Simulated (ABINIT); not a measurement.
# Si3Ge (Pm-3m): from the cell to the phonon bands, part 3 of 4

How does Si3Ge (Pm-3m) vibrate, and is this structure a minimum?

ABINIT 10.8.3; DFT LDA, scalar-relativistic, plane waves, HGH norm-conserving pseudopotentials.

So far. Step 4 (Relaxation): The volume changes by -1.0 % in this run and stands -1.6 % from the first cell. Step 6 (Linear response at Γ): The acoustic modes at Γ come out as far as 1.3 cm⁻¹ from zero, where they should vanish, a small numerical error. The lowest optical mode is imaginary, 115i cm⁻¹, an instability at this level and on this k mesh. The relaxed cell has a = 3.925 Å (conventional setting).

The structure was built from a prototype and need not be the compound's stable phase.

## (7) Modes with the sum rule

anaddb reads the merged derivatives and imposes the acoustic sum rule.

File anaddb.abi:

```
ddb_filepath "gamma_DDB"
output_file "anaddb.abo"
outdata_prefix "anaddb"
asr 1
chneut 1
enunit 2
eivec 1
nph1l 1
qph1l 0.0 0.0 0.0 1.0
```

File mrgddb.in:

```
gamma_DDB
merged
2
dfpt_gammao_DDB
gso_DDB
```

Launch:

```console
mrgddb < mrgddb.in > mrgddb.log
OMP_NUM_THREADS=1 anaddb anaddb.abi > anaddb.log
```

Numbers of over 12 decimals in the logs are rounded to 6 here.

anaddb.abo, the main output file:

```text
-outvars_anaddb: echo values of input variables ----------------------

 Miscellaneous information :
      enunit         2
       eivec         1
         asr         1
 First list of wavevector (reduced coord.) :
       nph1l         1
       qph1l
                     0.00000000E+00  0.00000000E+00  0.00000000E+00    1.000E+00

================================================================================

 read the DDB information and perform some checks

  ==== Info on the Cryst% object ====
 Real(R)+Recip(G) space primitive vectors, cartesian coordinates (Bohr,Bohr^-1):
 R(1)=  7.4163037  0.0000000  0.0000000  G(1)=  0.1348381  0.0000000  0.0000000
 R(2)=  0.0000000  7.4163037  0.0000000  G(2)=  0.0000000  0.1348381  0.0000000
 R(3)=  0.0000000  0.0000000  7.4163037  G(3)=  0.0000000  0.0000000  0.1348381
 Unit cell volume ucvol=  4.0790827E+02 bohr^3
 Angles (23,13,12)=  9.00000000E+01  9.00000000E+01  9.00000000E+01 degrees
 Time-reversal symmetry is present
 Reduced atomic positions [iatom, xred, symbol]:
    1)    0.0000000  0.0000000  0.0000000  Ge
    2)    0.0000000  0.5000000  0.5000000  Si
    3)    0.5000000  0.0000000  0.5000000  Si
    4)    0.5000000  0.5000000  0.0000000  Si

 DDB file with 3 blocks has been read.

================================================================================

 Treat the first list of vectors

  Phonon wavevector (reduced coordinates) :  0.00000  0.00000  0.00000
 Phonon energies in Hartree :
  -5.220676E-04 -5.220676E-04 -5.220676E-04 -4.356706E-04 -4.356706E-04
  -4.356706E-04  0.000000E+00  0.000000E+00  0.000000E+00  9.584586E-04
   9.584586E-04  9.584586E-04
 Phonon energies in meV     :
- -1.420618E+01 -1.420618E+01 -1.420618E+01 -1.185520E+01 -1.185520E+01
- -1.185520E+01  0.000000E+00  0.000000E+00  0.000000E+00  2.608099E+01
-  2.608099E+01  2.608099E+01
 Phonon frequencies in cm-1    :
- -1.145806E+02 -1.145806E+02 -1.145806E+02 -9.561865E+01 -9.561865E+01
- -9.561865E+01  0.000000E+00  0.000000E+00  0.000000E+00  2.103573E+02
-  2.103573E+02  2.103573E+02
 Phonon frequencies in Thz     :
- -3.435040E+00 -3.435040E+00 -3.435040E+00 -2.866575E+00 -2.866575E+00
- -2.866575E+00  0.000000E+00  0.000000E+00  0.000000E+00  6.306355E+00
-  6.306355E+00  6.306355E+00
 Phonon energies in Kelvin  :
- -1.648559E+02 -1.648559E+02 -1.648559E+02 -1.375739E+02 -1.375739E+02
- -1.375739E+02  0.000000E+00  0.000000E+00  0.000000E+00  3.026573E+02
-  3.026573E+02  3.026573E+02

 Eigendisplacements
 (will be given, for each mode : in cartesian coordinates
   for each atom the real part of the displacement vector,
   then the imaginary part of the displacement vector - absolute values smaller than 1.0d-7 are set to zero)
  Mode number    1   Energy   -5.220676E-04
 Attention : low frequency mode.
   (Could be unstable or acoustic mode)
-  1  0.00000000E+00  0.00000000E+00 -1.50361159E-03
-     0.00000000E+00  0.00000000E+00  0.00000000E+00
-  2  0.00000000E+00  0.00000000E+00  9.50496969E-05
-     0.00000000E+00  0.00000000E+00  0.00000000E+00
-  3  0.00000000E+00  0.00000000E+00  9.50496969E-05
-     0.00000000E+00  0.00000000E+00  0.00000000E+00
-  4  0.00000000E+00  0.00000000E+00  3.69721681E-03
-     0.00000000E+00  0.00000000E+00  0.00000000E+00
  Mode number    2   Energy   -5.220676E-04
 Attention : low frequency mode.
   (Could be unstable or acoustic mode)
-  1  0.00000000E+00  1.50361159E-03  0.00000000E+00
-     0.00000000E+00  0.00000000E+00  0.00000000E+00
-  2  0.00000000E+00 -9.50496969E-05  0.00000000E+00
-     0.00000000E+00  0.00000000E+00  0.00000000E+00
-  3  0.00000000E+00 -3.69721681E-03  0.00000000E+00
-     0.00000000E+00  0.00000000E+00  0.00000000E+00
-  4  0.00000000E+00 -9.50496969E-05  0.00000000E+00
-     0.00000000E+00  0.00000000E+00  0.00000000E+00
  Mode number    3   Energy   -5.220676E-04
 Attention : low frequency mode.
   (Could be unstable or acoustic mode)
-  1  1.50361159E-03  0.00000000E+00  0.00000000E+00
-     0.00000000E+00  0.00000000E+00  0.00000000E+00
-  2 -3.69721681E-03  0.00000000E+00  0.00000000E+00
-     0.00000000E+00  0.00000000E+00  0.00000000E+00
-  3 -9.50496969E-05  0.00000000E+00  0.00000000E+00
-     0.00000000E+00  0.00000000E+00  0.00000000E+00
-  4 -9.50496969E-05  0.00000000E+00  0.00000000E+00
-     0.00000000E+00  0.00000000E+00  0.00000000E+00
  Mode number    4   Energy   -4.356706E-04
 Attention : low frequency mode.
   (Could be unstable or acoustic mode)
-  1  0.00000000E+00  0.00000000E+00  0.00000000E+00
-     0.00000000E+00  0.00000000E+00  0.00000000E+00
-  2  0.00000000E+00  2.13739484E-07 -3.12509965E-03
-     0.00000000E+00  0.00000000E+00  0.00000000E+00
-  3  0.00000000E+00  0.00000000E+00  3.12509965E-03
-     0.00000000E+00  0.00000000E+00  0.00000000E+00
-  4  0.00000000E+00 -2.13739484E-07  0.00000000E+00
-     0.00000000E+00  0.00000000E+00  0.00000000E+00
  Mode number    5   Energy   -4.356706E-04
 Attention : low frequency mode.
   (Could be unstable or acoustic mode)
-  1  0.00000000E+00  0.00000000E+00  0.00000000E+00
-     0.00000000E+00  0.00000000E+00  0.00000000E+00
-  2  0.00000000E+00  3.12509965E-03  2.13739481E-07
-     0.00000000E+00  0.00000000E+00  0.00000000E+00
-  3  0.00000000E+00  0.00000000E+00 -2.13739481E-07
-     0.00000000E+00  0.00000000E+00  0.00000000E+00
-  4  0.00000000E+00 -3.12509965E-03  0.00000000E+00
-     0.00000000E+00  0.00000000E+00  0.00000000E+00
  Mode number    6   Energy   -4.356706E-04
 Attention : low frequency mode.
   (Could be unstable or acoustic mode)
-  1  0.00000000E+00  0.00000000E+00  0.00000000E+00
-     0.00000000E+00  0.00000000E+00  0.00000000E+00
-  2  0.00000000E+00  0.00000000E+00  0.00000000E+00
-     0.00000000E+00  0.00000000E+00  0.00000000E+00
-  3  3.12509966E-03  0.00000000E+00  0.00000000E+00
-     0.00000000E+00  0.00000000E+00  0.00000000E+00
-  4 -3.12509966E-03  0.00000000E+00  0.00000000E+00
-     0.00000000E+00  0.00000000E+00  0.00000000E+00
  Mode number    7   Energy    0.000000E+00
 Attention : low frequency mode.
   (Could be unstable or acoustic mode)
-  1  0.00000000E+00  0.00000000E+00  1.87005691E-03
-     0.00000000E+00  0.00000000E+00  0.00000000E+00
-  2  0.00000000E+00  0.00000000E+00  1.87005701E-03
-     0.00000000E+00  0.00000000E+00  0.00000000E+00
-  3  0.00000000E+00  0.00000000E+00  1.87005701E-03
-     0.00000000E+00  0.00000000E+00  0.00000000E+00
-  4  0.00000000E+00  0.00000000E+00  1.87005723E-03
-     0.00000000E+00  0.00000000E+00  0.00000000E+00
  Mode number    8   Energy    0.000000E+00
 Attention : low frequency mode.
   (Could be unstable or acoustic mode)
-  1  0.00000000E+00  1.87005691E-03  0.00000000E+00
-     0.00000000E+00  0.00000000E+00  0.00000000E+00
-  2  0.00000000E+00  1.87005701E-03  0.00000000E+00
-     0.00000000E+00  0.00000000E+00  0.00000000E+00
-  3  0.00000000E+00  1.87005723E-03  0.00000000E+00
-     0.00000000E+00  0.00000000E+00  0.00000000E+00
-  4  0.00000000E+00  1.87005701E-03  0.00000000E+00
-     0.00000000E+00  0.00000000E+00  0.00000000E+00
  Mode number    9   Energy    0.000000E+00
 Attention : low frequency mode.
   (Could be unstable or acoustic mode)
-  1  1.87005691E-03  0.00000000E+00  0.00000000E+00
-     0.00000000E+00  0.00000000E+00  0.00000000E+00
-  2  1.87005723E-03  0.00000000E+00  0.00000000E+00
-     0.00000000E+00  0.00000000E+00  0.00000000E+00
-  3  1.87005701E-03  0.00000000E+00  0.00000000E+00
-     0.00000000E+00  0.00000000E+00  0.00000000E+00
-  4  1.87005701E-03  0.00000000E+00  0.00000000E+00
-     0.00000000E+00  0.00000000E+00  0.00000000E+00
  Mode number   10   Energy    9.584586E-04
-  1  0.00000000E+00  0.00000000E+00  1.34059530E-03
-     0.00000000E+00  0.00000000E+00  0.00000000E+00
-  2  0.00000000E+00  0.00000000E+00 -2.50201922E-03
-     0.00000000E+00  0.00000000E+00  0.00000000E+00
-  3  0.00000000E+00  0.00000000E+00 -2.50201922E-03
-     0.00000000E+00  0.00000000E+00  0.00000000E+00
-  4  0.00000000E+00  0.00000000E+00  1.53817083E-03
-     0.00000000E+00  0.00000000E+00  0.00000000E+00
  Mode number   11   Energy    9.584586E-04
-  1  0.00000000E+00 -1.34059530E-03  0.00000000E+00
-     0.00000000E+00  0.00000000E+00  0.00000000E+00
-  2  0.00000000E+00  2.50201922E-03  0.00000000E+00
-     0.00000000E+00  0.00000000E+00  0.00000000E+00
-  3  0.00000000E+00 -1.53817083E-03  0.00000000E+00
-     0.00000000E+00  0.00000000E+00  0.00000000E+00
-  4  0.00000000E+00  2.50201922E-03  0.00000000E+00
-     0.00000000E+00  0.00000000E+00  0.00000000E+00
  Mode number   12   Energy    9.584586E-04
-  1  1.34059530E-03  0.00000000E+00  0.00000000E+00
-     0.00000000E+00  0.00000000E+00  0.00000000E+00
-  2  1.53817083E-03  0.00000000E+00  0.00000000E+00
-     0.00000000E+00  0.00000000E+00  0.00000000E+00
-  3 -2.50201922E-03  0.00000000E+00  0.00000000E+00
-     0.00000000E+00  0.00000000E+00  0.00000000E+00
-  4 -2.50201922E-03  0.00000000E+00  0.00000000E+00
-     0.00000000E+00  0.00000000E+00  0.00000000E+00

 Analysis of degeneracies and characters (maximum tolerance=1.00E-06 a.u.)
 For each vibration mode, or group of modes if degenerate,
 the characters are given for each symmetry operation (see the list in the log file).
 Symmetry characters of vibration mode #   1
       degenerate with vibration modes #   2 to    3
  3.0 -3.0 -1.0  1.0 -1.0  1.0 -1.0  1.0  1.0 -1.0 -1.0  1.0  1.0 -1.0 -1.0  1.0
 -0.0  0.0 -0.0  0.0  0.0 -0.0  0.0 -0.0  1.0 -1.0 -1.0  1.0 -1.0  1.0  1.0 -1.0
 -0.0  0.0  0.0 -0.0  0.0 -0.0 -0.0  0.0  1.0 -1.0  1.0 -1.0 -1.0  1.0 -1.0  1.0
 Symmetry characters of vibration mode #   4
       degenerate with vibration modes #   5 to    6
  3.0 -3.0 -1.0  1.0 -1.0  1.0 -1.0  1.0 -1.0  1.0  1.0 -1.0 -1.0  1.0  1.0 -1.0
  0.0 -0.0 -0.0  0.0  0.0 -0.0 -0.0  0.0 -1.0  1.0  1.0 -1.0  1.0 -1.0 -1.0  1.0
  0.0 -0.0  0.0 -0.0 -0.0  0.0 -0.0  0.0 -1.0  1.0 -1.0  1.0  1.0 -1.0  1.0 -1.0
 Symmetry characters of vibration mode #   7
       degenerate with vibration modes #   8 to    9
  3.0 -3.0 -1.0  1.0 -1.0  1.0 -1.0  1.0  1.0 -1.0 -1.0  1.0  1.0 -1.0 -1.0  1.0
 -0.0  0.0 -0.0  0.0  0.0 -0.0  0.0 -0.0  1.0 -1.0 -1.0  1.0 -1.0  1.0  1.0 -1.0
 -0.0  0.0  0.0 -0.0  0.0 -0.0 -0.0  0.0  1.0 -1.0  1.0 -1.0 -1.0  1.0 -1.0  1.0
 Symmetry characters of vibration mode #  10
       degenerate with vibration modes #  11 to   12
  3.0 -3.0 -1.0  1.0 -1.0  1.0 -1.0  1.0  1.0 -1.0 -1.0  1.0  1.0 -1.0 -1.0  1.0
 -0.0  0.0  0.0 -0.0 -0.0  0.0  0.0 -0.0  1.0 -1.0 -1.0  1.0 -1.0  1.0  1.0 -1.0
 -0.0  0.0 -0.0  0.0  0.0 -0.0  0.0 -0.0  1.0 -1.0  1.0 -1.0 -1.0  1.0 -1.0  1.0
-
```

Run time: 0.57 s. Hardware: 1 thread of Arm Neoverse V2, shared host.

No LO-TO term; unit eigenvectors of the mass-weighted matrix, from anaddb's displacements. The modes at Γ (shares of kinetic energy by element, %) (negative means imaginary):

```
mode  frequency (cm⁻¹)  symmetry  Ge %  Si %
   1            -114.6       T1u    30    70
   2            -114.6       T1u    30    70
   3            -114.6       T1u    30    70
   4             -95.6       T2u     0   100
   5             -95.6       T2u     0   100
   6             -95.6       T2u     0   100
   7               0.0  acoustic    46    54
   8               0.0  acoustic    46    54
   9               0.0  acoustic    46    54
  10             210.4       T1u    24    76
  11             210.4       T1u    24    76
  12             210.4       T1u    24    76
```

Displacements in mode 1 (-114.6 cm⁻¹), the largest set to 1:
```
Ge1  0.00  0.00 -0.41
Si2  0.00  0.00  0.03
Si3  0.00  0.00  0.03
Si4  0.00  0.00  1.00
```

Displacements in mode 4 (-95.6 cm⁻¹), the largest set to 1:
```
Ge1  0.00  0.00  0.00
Si2  0.00  0.00 -1.00
Si3  0.00  0.00  1.00
Si4  0.00  0.00  0.00
```

The rule moves no optical mode by more than 0.1 cm⁻¹.

## (8) Phonons on a q mesh

Linear response treats each wavevector in the unit cell, with no supercell; the 2×2×2 mesh fixes the range of the force constants to be had.

File dfpt_q.abi:

```
ndtset 3

# wavevectors
qpt1 0.5 0.0 0.0
qpt2 0.5 0.5 0.0
qpt3 0.5 0.5 0.5

# displacements
getwfk_filepath "gso_WFK"
getwfq_filepath "gso_WFK"
kptopt 3
nqpt 1
rfphon 1
rfatpol 1 4
rfdir 1 1 1
tolvrs 1.0d-10
prtwf 0

# basis, mesh and filling
ecut 20.0
ixc 7
ngkpt 6 6 6
nshiftk 1
shiftk 0.0 0.0 0.0
istwfk *1
occopt 3
tsmear 0.01
nband 14
nstep 100
diemac 1000000.0
prtebands 0
prtgsr 0
useylm 1

# cell and atoms
acell 3*1.0 Angstrom
rprim 
    3.924538893 0.0 0.0
    0.0 3.924538893 0.0
    0.0 0.0 3.924538893
ntypat 2
znucl 32 14
natom 4
typat 1 2 2 2
xred 
    0.0 0.0 0.0
    0.0 0.5 0.5
    0.5 0.0 0.5
    0.5 0.5 0.0
pp_dirpath "./pseudo"
pseudos "Ge.hgh, Si.hgh"
```

Launch:

```console
OMP_NUM_THREADS=1 mpirun -n 4 abinit dfpt_q.abi > dfpt_q.log
```

dfpt_q.abo, the main output file:

```text
[banners, grids, parts of the stress and lines that vanish by symmetry left out]
- input  file    -> dfpt_q.abi
- output file    -> dfpt_q.abo
- root for input  files -> dfpt_qi
[...]
DATASET    1 : space group Pm -3 m (#221); Bravais cP (primitive cubic)
[...]
nfft =       27000          nkpt =         216
[...]
DATASET    2 : space group Pm -3 m (#221); Bravais cP (primitive cubic)
[...]
nfft =       27000          nkpt =         216
[...]
DATASET    3 : space group Pm -3 m (#221); Bravais cP (primitive cubic)
[...]
nfft =       27000          nkpt =         216
[...]
== DATASET  1 ==================================================================
[...]
cutoff_energies: {ecut:  20.0, pawecutdg:  -1.0, }
[...]
Exchange-correlation functional for the present dataset will be:
  LDA: Perdew-Wang 92 LSD fit to Ceperley-Alder data - ixc=7
[...]
Perturbation : displacement of atom   1   along direction   1
[...]
-ETOT  1   2679.0062481311      2.548E+03 8.725E+00 1.328E+07
 ETOT  2   978.34805604902     -1.701E+03 2.060E+01 4.794E+06
 ETOT  3   2.091923     -9.763E+02 2.405E+00 2.114E+03
 ETOT  4   1.668772     -4.232E-01 4.506E-01 1.476E+01
 ETOT  5   1.665739     -3.033E-03 1.930E-02 1.887E-03
[...]
At SCF step   10       vres2   =  1.30E-11 < tolvrs=  1.00E-10 =>converged.
[...]
Perturbation : displacement of atom   1   along direction   2
[...]
-ETOT  1   23.776503697322     -7.615E+01 3.880E+00 3.135E+04
[...]
At SCF step   10       vres2   =  8.96E-13 < tolvrs=  1.00E-10 =>converged.
[...]
Perturbation : displacement of atom   2   along direction   1
[...]
-ETOT  1   2744.3016572269      2.632E+03 6.245E+00 1.358E+07
[...]
At SCF step   10       vres2   =  3.35E-11 < tolvrs=  1.00E-10 =>converged.
[...]
Perturbation : displacement of atom   2   along direction   2
[...]
-ETOT  1   27.291220010588     -5.427E+01 6.433E+00 3.507E+04
[...]
At SCF step   10       vres2   =  1.35E-12 < tolvrs=  1.00E-10 =>converged.
[...]
Perturbation : displacement of atom   3   along direction   1
[...]
-ETOT  1   2522.2325850484      2.409E+03 1.000E+01 1.253E+07
[...]
Perturbation : displacement of atom   3   along direction   2
[...]
-ETOT  1   28.043449117351     -5.300E+01 6.971E+00 3.694E+04
[...]
Perturbation : displacement of atom   3   along direction   3
[...]
-ETOT  1   28.530790119133     -5.303E+01 9.201E+00 3.657E+04
[...]
Phonon wavevector (reduced coordinates) :  0.50000  0.00000  0.00000
 Phonon energies in Hartree :
[...]
Phonon frequencies in cm-1    :
-  1.752528E+01  1.752528E+01  3.377081E+01  3.377081E+01  8.843049E+01
-  1.141272E+02  1.447122E+02  1.550581E+02  1.550581E+02  1.569069E+02
-  1.695054E+02  1.695054E+02
[...]
== DATASET  2 ==================================================================
[...]
cutoff_energies: {ecut:  20.0, pawecutdg:  -1.0, }
[...]
Exchange-correlation functional for the present dataset will be:
  LDA: Perdew-Wang 92 LSD fit to Ceperley-Alder data - ixc=7
[...]
- 14.00000   4.00000     10605                znucl, zion, pspdat
[...]
Perturbation : displacement of atom   1   along direction   1
[...]
-ETOT  1   125.70343886706      1.532E+01 1.682E+00 2.456E+05
[...]
Perturbation : displacement of atom   2   along direction   1
[...]
-ETOT  1   141.90466469037      5.041E+01 1.520E+00 2.752E+05
[...]
At SCF step    9       vres2   =  1.71E-11 < tolvrs=  1.00E-10 =>converged.
[...]
Perturbation : displacement of atom   2   along direction   2
[...]
-ETOT  1   134.01744309251      4.200E+01 4.268E+00 2.600E+05
[...]
ETOT  8   1.142806     -7.006E-11 5.954E-05 2.195E-09
 ETOT  9   1.142806     -6.537E-13 2.461E-06 1.711E-11
 At SCF step    9       vres2   =  1.71E-11 < tolvrs=  1.00E-10 =>converged.
[...]
Phonon wavevector (reduced coordinates) :  0.50000  0.50000  0.50000
 Phonon energies in Hartree :
[...]
Phonon frequencies in cm-1    :
- -1.020536E+02 -1.020536E+02 -7.017111E+01 -7.017111E+01 -7.017111E+01
-  7.059587E+01  7.059587E+01  7.059587E+01  1.850091E+02  2.232148E+02
-  2.232148E+02  2.232148E+02
[...]
strten2     0.0000000000E+00  0.0000000000E+00  0.0000000000E+00
           strten3     0.0000000000E+00  0.0000000000E+00  0.0000000000E+00
================================================================================
```

Wall time 5.7 min (4 MPI ranks).

Read from the output:

```
lowest mode on the q mesh (acoustic ones at the zone centre apart) : -114.6 cm⁻¹
```

Frequencies (cm⁻¹) before the sum rule at the irreducible wavevectors but Γ, which is solved apart; negative means imaginary. Frequencies by wavevector:

```
q (fractions)  star  mode 1  mode 2  mode 3  mode 4  mode 10  mode 11  mode 12
      0.5 0 0     3   17.53   17.53   33.77   33.77    156.9    169.5    169.5
    0.5 0.5 0     3  -79.18  -39.55  -39.55   63.63    169.9    172.4    172.4
  0.5 0.5 0.5     1    -102    -102  -70.17  -70.17    223.2    223.2    223.2
```

(Continued in part 4 of 4.)

[Host names and launcher messages were left out of these logs when they were recorded.]

[Logs are printed without paths, hosts, clocks, repeated set-up lines and the standing remarks that a program may print on its own settings, such as how far it seeks lower states.]

[Hosts, paths, dates, database ids (printed as entryN), source tags and the programs' standing remarks are cut or masked in the printed files.]
